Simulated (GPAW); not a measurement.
# Bi2Te3 quintuple layer monolayer: simulated STM images

What would a tunnelling microscope show on Bi2Te3 quintuple layer monolayer?

Calculated with GPAW 26.7.0; GPAW, PAW setups; layer in a repeated cell with vacuum, relaxation of atoms and in-plane cell, in the first sound run; inputs show where later runs differ.

**1. Set-up**

The cell holds 5 atoms: 3 Te and 2 Bi. Cell: a = 4.440 Å, b = 4.440 Å, c = 25.200 Å, α = 90.0°, β = 90.0°, γ = 120.0°. Vacuum lies along c.

**2. Relaxing the atoms**

The atoms are relaxed first, since the surface dipole, and with it the work function, follows the positions of the outer layers.

File run.py:

```python
import json
import numpy as np
from ase import Atoms
from ase.filters import FrechetCellFilter
from ase.optimize import BFGS
from gpaw import GPAW, PW

slab = Atoms(
    ['Te', 'Bi', 'Te', 'Bi', 'Te'],
    positions=[
        [-0.00000, 2.56344, 9.00000],
        [2.22000, 1.28172, 10.65000],
        [0.00000, 0.00000, 12.60000],
        [-0.00000, 2.56344, 14.55000],
        [2.22000, 1.28172, 16.20000]],
    cell=[[4.44, 0.0, 0.0], [-2.22, 3.84515, 0.0], [0.0, 0.0, 25.2]],
    pbc=[True, True, True])

slab.calc = GPAW(mode=PW(600), xc='PBE', kpts={'size': (9, 9, 1), 'gamma': True},
                 occupations={'name': 'fermi-dirac', 'width': 0.05}, nbands='160%',
                 convergence={'density': 1e-05}, maxiter=200,
                 symmetry={'tolerance': 1e-3}, txt='slab.txt')
result = {}
# The in-plane cell is free; stress needs a cell that repeats along all three vectors
path = []
opt = BFGS(FrechetCellFilter(slab, mask=[1, 1, 0, 0, 0, 1]), maxstep=0.2)
opt.attach(lambda: path.append((slab.get_potential_energy(), slab.positions.tolist(), slab.get_forces().tolist())))
result['relaxed'] = bool(opt.run(fmax=0.02, steps=45))
result['path'] = path
result['cell'] = slab.cell.tolist()
print('in-plane lattice', slab.cell.cellpar().round(4)[[0, 1, 5]])
energy = slab.get_potential_energy()
fermi = slab.calc.get_fermi_level()
v = slab.calc.get_electrostatic_potential().mean((0, 1)) - fermi
n = slab.calc.get_pseudo_density().mean((0, 1))
L = slab.cell[2, 2]
z = np.arange(len(v)) * L / len(v)
low, high = slab.positions[:, 2].min(), slab.positions[:, 2].max()
below, above = np.interp([low - 6.8, high + 6.8], z, v)
slopes = [np.interp(x, z, np.gradient(v, z)) for x in (low - 6.8, high + 6.8)]
eps = np.array([[slab.calc.get_eigenvalues(k, s) for k in range(len(slab.calc.get_ibz_k_points()))]
                for s in range(slab.calc.get_number_of_spins())]) - fermi
top, bottom = eps[eps < 0].max(), eps[eps > 0].min()
dipole = slab.get_dipole_moment()[2]
print(f'energy {energy:.4f} eV, Fermi level {fermi:.4f} eV, dipole {dipole:.5f} e A')
print(f'potential 6.8 A off the faces, from the Fermi level: lower {below:.4f} eV, upper {above:.4f} eV')
print(f'slope of the potential there: lower {slopes[0]:.5f}, upper {slopes[1]:.5f} eV/A')
print(f'nearest levels on the mesh: {top:.4f} and {bottom:.4f} eV')
print('magnetic moment', round(slab.get_magnetic_moment(), 3))
result.update(energy=energy, fermi=fermi, dipole=dipole, below=below, above=above, slopes=slopes, edges=[top, bottom],
              z=z.tolist(), v=v.tolist(), n=n.tolist(), positions=slab.positions.tolist(),
              forces=slab.get_forces(apply_constraint=False).tolist(), moments=slab.get_magnetic_moments().tolist())
json.dump(result, open('result.json', 'w'))
```

Run with:

```sh
> OMP_NUM_THREADS=1 OPENBLAS_NUM_THREADS=1 python run.py
```

The log of the run:

```text
Step          Energy          fmax
BFGS:    0      -20.037400        0.397850
BFGS:    1      -20.044160        0.355613
BFGS:    2      -20.074396        0.265006
BFGS:    3      -20.076951        0.259425
BFGS:    4      -20.085552        0.164367
BFGS:    5      -20.089821        0.169084
BFGS:    6      -20.092029        0.140362
BFGS:    7      -20.093337        0.115422
BFGS:    8      -20.095901        0.152623
BFGS:    9      -20.099989        0.163924
BFGS:   10      -20.104477        0.113425
BFGS:   11      -20.106476        0.037871
BFGS:   12      -20.106822        0.007988
in-plane lattice [  4.4219   4.4219 120.    ]
energy -20.1068 eV, Fermi level -0.6355 eV, dipole -0.00100 e A
potential 6.8 A off the faces, from the Fermi level: lower 4.9088 eV, upper 4.9088 eV
slope of the potential there: lower 0.00008, upper -0.00008 eV/A
nearest levels on the mesh: -0.5291 and 0.4001 eV
magnetic moment 0.0
```

The job ended after 20 min (1 thread of Intel Xeon Platinum 8375C at 2.90GHz (Ice Lake), shared host; peak memory 0.68 GiB).

Numbers from this step:

```yaml
dipole_along_the_normal: -1.00e-3 e·Å
levels_nearest_the_fermi_level_on_the_mesh: -0.5291, 0.4001 eV from the Fermi level
```

The electrostatic potential energy of an electron (without an applied field's), less the Fermi level, planar mean oscillates, so the rows of the table below give means over windows of 2.01 Å about each position, cut where the curve ends. Its maxima inside the range that stand out by 2 % of the span (Å: eV): 9.6: -3.44, 11.6: -0.562, 13.6: -0.562, 15.6: -3.44. Its minima: 8.8: -11.9, 10.5: -12.7, 12.6: -11.7, 14.7: -12.7, 16.4: -11.9.

The electrostatic potential energy of an electron (without an applied field's), less the Fermi level, planar mean by z; means over each step:

```csv
z (Å),"electrostatic potential energy of an electron (without an applied field's), less the Fermi level, planar mean (eV)"
1.00,4.91
3.01,4.91
5.02,4.91
7.03,4.05
9.04,-6.43
11.05,-6.06
13.06,-5.43
15.07,-7.60
17.08,-2.58
19.09,4.84
21.10,4.91
23.11,4.91
```

The pseudo valence density, planar mean oscillates, so the rows of the table below give means over windows of 2.28 Å about each position, cut where the curve ends. Its maxima inside the range that stand out by 2 % of the span (Å: e/Å³): 8.2: 0.191, 10.5: 0.872, 12.1: 0.224, 13.1: 0.224, 14.7: 0.872, 17.0: 0.191. Its minima: 8.8: 0.0817, 11.6: 0.183, 12.6: 0.0786, 13.7: 0.183, 16.4: 0.0817.

Pseudo valence density, planar mean against z; means over each step:

```csv
z (Å),"pseudo valence density, planar mean (e/Å³)"
3.42,2.2e-6
5.70,0.00121
7.98,0.0969
10.26,0.429
12.54,0.179
14.82,0.428
17.10,0.108
19.38,0.00170
21.66,3.1e-6
```

The relaxation lowered the energy of the cell by 0.0694 eV (energies extrapolated to zero smearing; the optimiser's log prints free energies). The largest force left on a free atom is 0.0033 eV/Å.

**3. Plane waves, PBE**

With the geometry fixed, the planar mean of the potential gives the vacuum level on each side.

This step: GPAW, PAW setups; slab in vacuum (GPAW 26.7.0).

The cell differs from the one that the last finished run ended in (c 25.200 → 25.561 Å).

File run.py:

```python
import json
import numpy as np
from ase import Atoms
from ase.dft.stm import STM
from gpaw import GPAW, PW

slab = Atoms(
    ['Te', 'Bi', 'Te', 'Bi', 'Te'],
    positions=[
        [-0.00000, 2.55298, 9.00000],
        [2.21094, 1.27649, 10.71829],
        [-0.00000, -0.00000, 12.78066],
        [-0.00000, 2.55298, 14.84303],
        [2.21094, 1.27649, 16.56132]],
    cell=[[4.42188, -0.0, 0.0], [-2.21094, 3.82946, 0.0], [0.0, 0.0, 25.5613]],
    pbc=[True, True, False])

slab.calc = GPAW(mode=PW(400), xc='PBE', kpts={'size': (9, 9, 1), 'gamma': True},
                 occupations={'name': 'fermi-dirac', 'width': 0.05}, nbands='160%',
                 convergence={'density': 1e-05}, maxiter=200,
                 poissonsolver={'dipolelayer': 'xy'},
                 symmetry={'tolerance': 1e-3}, txt='slab.txt')
result = {}
energy = slab.get_potential_energy()
fermi = slab.calc.get_fermi_level()
v = slab.calc.get_electrostatic_potential().mean((0, 1)) - fermi
n = slab.calc.get_pseudo_density().mean((0, 1))
L = slab.cell[2, 2]
z = np.arange(len(v)) * L / len(v)
low, high = slab.positions[:, 2].min(), slab.positions[:, 2].max()
below, above = np.interp([low - 6.8, high + 6.8], z, v)
slopes = [np.interp(x, z, np.gradient(v, z)) for x in (low - 6.8, high + 6.8)]
eps = np.array([[slab.calc.get_eigenvalues(k, s) for k in range(len(slab.calc.get_ibz_k_points()))]
                for s in range(slab.calc.get_number_of_spins())]) - fermi
top, bottom = eps[eps < 0].max(), eps[eps > 0].min()
dipole = slab.get_dipole_moment()[2]
print(f'energy {energy:.4f} eV, Fermi level {fermi:.4f} eV, dipole {dipole:.5f} e A')
print(f'potential 6.8 A off the faces, from the Fermi level: lower {below:.4f} eV, upper {above:.4f} eV')
print(f'slope of the potential there: lower {slopes[0]:.5f}, upper {slopes[1]:.5f} eV/A')
print(f'nearest levels on the mesh: {top:.4f} and {bottom:.4f} eV')
print('magnetic moment', round(slab.get_magnetic_moment(), 3))
result.update(energy=energy, fermi=fermi, dipole=dipole, below=below, above=above, slopes=slopes, edges=[top, bottom],
              z=z.tolist(), v=v.tolist(), n=n.tolist(), positions=slab.positions.tolist(),
              forces=slab.get_forces(apply_constraint=False).tolist(), moments=slab.get_magnetic_moments().tolist())

# Images need the states of the whole zone, up to time reversal
slab.calc = slab.calc.fixed_density(symmetry={'point_group': False}, txt='states.txt', nbands='280%',
                                    convergence={'bands': 'CBM+2.3'})
stm = STM(slab)
result['stm'] = []
for bias in [-1.5, 2.0]:
    height = high + 4.0
    current = stm.get_averaged_current(bias, height)
    x, y, h = stm.scan(bias, current)
    i, f = divmod(height / L * stm.ldos.shape[2], 1)
    I = abs((1 - f) * stm.ldos[:, :, int(i)] + f * stm.ldos[:, :, int(i) + 1])
    print(f'bias {bias} V: mean current at 4.0 A {current:.4e}, corrugation {np.ptp(h):.4f} A')
    result['stm'].append(dict(bias=bias, current=current, h=(h - high).tolist(), I=I.tolist()))
json.dump(result, open('result.json', 'w'))
```

The log of the run:

```text
energy -19.9888 eV, Fermi level -0.6951 eV, dipole -0.00065 e A
potential 6.8 A off the faces, from the Fermi level: lower 4.9108 eV, upper 4.9064 eV
slope of the potential there: lower 0.00007, upper -0.00007 eV/A
nearest levels on the mesh: -0.5293 and 0.4004 eV
magnetic moment 0.0
bias -1.5 V: mean current at 4.0 A 8.2639e-06, corrugation 0.4500 A
bias 2.0 V: mean current at 4.0 A 3.5487e-05, corrugation 0.2985 A
```

The job ended after 4.2 min (1 thread; peak memory 0.78 GiB).

This step gave:

| Item | Value |
| --- | --- |
| dipole along the normal | -6.53e-4 e·Å |
| levels nearest the Fermi level on the mesh | -0.5293, 0.4004 eV from the Fermi level |
| upper work function | 4.906 eV |
| lower work function | 4.911 eV |
| corrugation -1.5 | 0.4500 Å |
| corrugation 2 | 0.2985 Å |
| upper ionisation energy | 5.436 eV |

Table of electrostatic potential energy of an electron (without an applied field's), less the Fermi level, planar mean by z:

```csv
z (Å),"electrostatic potential energy of an electron (without an applied field's), less the Fermi level, planar mean (eV)"
0.0,4.91
0.5,4.91
1.0,4.91
1.5,4.91
2.0,4.91
2.5,4.91
3.0,4.91
3.5,4.91
4.0,4.91
4.5,4.91
5.0,4.91
5.5,4.91
6.0,4.90
6.5,4.87
7.0,4.75
7.5,4.24
8.0,2.30
8.5,-4.14
9.0,-11.8
9.5,-5.97
10.0,-4.04
10.5,-11.1
11.0,-9.84
11.5,-1.90
12.0,-1.36
12.5,-8.71
13.0,-9.77
13.5,-1.88
14.0,-1.43
14.5,-8.76
15.0,-11.8
15.5,-4.61
16.0,-5.17
16.5,-11.8
17.0,-5.36
17.5,1.82
18.0,4.12
18.5,4.71
19.0,4.86
19.5,4.89
20.0,4.90
20.5,4.91
21.0,4.91
21.5,4.91
22.0,4.91
22.5,4.91
23.0,4.91
23.5,4.91
24.0,4.91
24.5,4.91
25.0,4.91
```

The pseudo valence density, planar mean oscillates, so the rows of the table below give means over windows of 2.13 Å about each position, cut where the curve ends. Its maxima inside the range that stand out by 2 % of the span (Å: e/Å³): 8.5: 0.196, 10.7: 0.859, 12.1: 0.219, 13.4: 0.219, 14.9: 0.859, 17.0: 0.196. Its minima: 8.9: 0.0795, 11.7: 0.184, 12.8: 0.0786, 13.8: 0.184, 16.6: 0.0795.

Table of pseudo valence density, planar mean by z; means over each step:

```csv
z (Å),"pseudo valence density, planar mean (e/Å³)"
3.19,0
5.32,2.2e-4
7.46,0.0561
9.58,0.290
11.71,0.319
13.84,0.319
15.97,0.290
18.11,0.0562
20.23,2.2e-4
22.36,0
```

Tip height over the top atom over a1 and a2. Sample bias -1.5 V, constant current at the mean current 4.0 Å over the top atom.

Ten even steps from '_' (3.78 Å) to '@' (4.23 Å):
```
______..::::--==============--::::..______
____......::::------------::::......______
............::::::::::::::................
::::............................::::::::::
--::::......__________......::::----------
==--::::..____________..::::--============
====--::..__________..::--====++++++++++++
++==--::..________..::--==++**************
++==--::..______..::--==++**############**
++==--::..____..::--==++**##%%%%%%%%%%##**
++==--::......::--==++**##%%%%@@@@%%%%##**
++==--::....::--==++**##%%@@@@@@@@@@%%##**
++==::......::==++**##%%@@@@@@@@@@@@%%##**
==--::....::--==**##%%%%@@@@@@@@@@%%%%##**
==::......::==++**##%%@@@@@@@@@@@@%%##**++
--::....::--==++**##%%@@@@@@@@@@%%##**++==
::......::--==++**##%%%%@@@@%%%%##**++==--
..____..::--==++**##%%%%%%%%%%##**++==--::
______..::--==++**############**++==--::..
______..::--==++**************++==--::..__
______..::--====++++++++++++====--::..____
```
Columns: a1 from 0 to 0.952; rows upwards: a2 from 0 to 0.952.

Local density of states summed over the bias window over a1 and a2. Sample bias -1.5 V, constant height 4.0 Å over the top atom.

Ten even steps from '0' (0.50 × 1e-5 arbitrary) to '9' (1.58 × 1e-5 arbitrary):
```
000011122222221110000
000001111111111000000
000000111111100000000
110000000000000011111
111000000000001111111
211100000000111222222
221100000001122334433
321100000011234455544
321100000112345666654
421100001124566777665
421100011245678888765
321100112356789998765
321000123467899998764
211001124568999998654
210001234678999987643
110011235678999876532
100011245678888765421
000011245667776654211
000011234566665432110
000011234455544321100
000011223344332211000
```
Columns: a1 from 0 to 0.952; rows upwards: a2 from 0 to 0.952.

Tip height over the top atom over a1 and a2. Sample bias 2 V, constant current at the mean current 4.0 Å over the top atom.

Ten even steps from '0' (3.85 Å) to '9' (4.15 Å):
```
000123445555544321000
001123344444433211000
111222333333322211111
222222222222222222222
333222222222223333333
443322222222334444444
544322222223445555555
554322222234556666666
654322222345667777776
654322223456777888777
654322234567788888877
654322345677899999877
543222345678999999876
543223456778999998776
432223456788999988765
321123456788999887654
211123456788998876543
100123456778887765432
000123456777777654321
000123456677766543210
000123455666655432100
```
Columns: a1 from 0 to 0.952; rows upwards: a2 from 0 to 0.952.

Local density of states summed over the bias window over a1 and a2. Sample bias 2 V, constant height 4.0 Å over the top atom.

Ten even steps from '0' (2.67 × 1e-5 arbitrary) to '9' (4.96 × 1e-5 arbitrary):
```
000112233444332211000
000112223333222110000
011112222222221111000
111111111111111111111
222211111111122222222
322211111111222333333
332211111112233444444
433211111123344555554
443211111234456666665
543211112345667787766
543211123456778888776
432211223467889998876
432212234567899998765
322112234678999998764
321112345678999987654
211112345688999886543
110112345678888765432
000012345677877654321
000012345667766543210
000012344566654432100
000012334455443321000
```
Columns: a1 from 0 to 0.952; rows upwards: a2 from 0 to 0.952.

The layer is gapped, so the Fermi level lies somewhere inside the gap, set by smearing and numerics, and these work functions are no property of the material; the band edges below the vacuum level are. The potential is flat to 6.9e-5 eV/Å where it is read, so the vacuum is wide enough.

**4. A changed run**

One more run, with changed settings.

Edit run.py of step 3 so:

```diff
@@ -3,3 +3,2 @@
 from ase import Atoms
-from ase.dft.stm import STM
 from gpaw import GPAW, PW
@@ -19,3 +18,3 @@
                  occupations={'name': 'fermi-dirac', 'width': 0.05}, nbands='160%',
-                 convergence={'density': 1e-05}, maxiter=200,
+                 convergence={'density': 1e-05}, maxiter=6,
                  poissonsolver={'dipolelayer': 'xy'},
@@ -44,16 +43,2 @@
               forces=slab.get_forces(apply_constraint=False).tolist(), moments=slab.get_magnetic_moments().tolist())
-
-# Images need the states of the whole zone, up to time reversal
-slab.calc = slab.calc.fixed_density(symmetry={'point_group': False}, txt='states.txt', nbands='280%',
-                                    convergence={'bands': 'CBM+2.3'})
-stm = STM(slab)
-result['stm'] = []
-for bias in [-1.5, 2.0]:
-    height = high + 4.0
-    current = stm.get_averaged_current(bias, height)
-    x, y, h = stm.scan(bias, current)
-    i, f = divmod(height / L * stm.ldos.shape[2], 1)
-    I = abs((1 - f) * stm.ldos[:, :, int(i)] + f * stm.ldos[:, :, int(i) + 1])
-    print(f'bias {bias} V: mean current at 4.0 A {current:.4e}, corrugation {np.ptp(h):.4f} A')
-    result['stm'].append(dict(bias=bias, current=current, h=(h - high).tolist(), I=I.tolist()))
 json.dump(result, open('result.json', 'w'))
```

The log of the run:

```text
gpaw.KohnShamConvergenceError
```

Run time: 31 s. Hardware: 1 thread; peak memory 0.3 GiB.

No converged result was reached; the numbers in the log don't describe the system.

The fault put into the input: too few SCF iterations (maxiter = 6).

**5. What came out**

```json
{"work function, both faces (Fermi level placed in the gap by the smearing)": "4.91 eV", "ionisation energy from the upper face (highest filled level on the mesh)": "5.44 eV", "electron affinity from the upper face (lowest empty Kohn-Sham level on the mesh)": "4.51 eV", "dipole along the normal": "-6.5e-4 e Å, near the numerical noise", "corrugation at -1.5 V": "0.450 Å", "corrugation at 2 V": "0.299 Å"}
```

The corrugation at constant current is largest at -1.5 V, where the tip height varies by 0.45 Å over the cell. Negative sample bias images filled states, positive bias empty ones. The levels nearest the Fermi level on the mesh lie 0.930 eV apart, so the slab is gapped there: the smearing puts the Fermi level inside the gap, and from either face the ionisation energy is the work function plus 0.53 eV. Both are Kohn-Sham levels on the mesh, and semilocal gaps are too small, so the affinity tends to come out too large and the ionisation energy too small. The images are of Tersoff-Hamann type: an s-wave tip, no tip-sample forces, heights closer than in a microscope. With elements this heavy, spin-orbit coupling can move band edges by tenths of an eV. Biases count from a Fermi level whose place in the gap is arbitrary, so only their reach past the band edges has a meaning. The small printed dipole stands for a step of 7.0 meV from the lower to the upper face, and the probes find -4.4 meV; values this small are near the numerical noise of both. The layer's cell and atoms come from the relaxation; spin-orbit coupling and temperature are left out.

[Logs are printed without paths, hosts, clocks, repeated set-up lines and the standing remarks that a program may print on its own settings, such as how far it seeks lower states.]

[Hosts, paths, dates, database ids (printed as entryN), source tags and the programs' standing remarks are cut or masked in the printed files.]
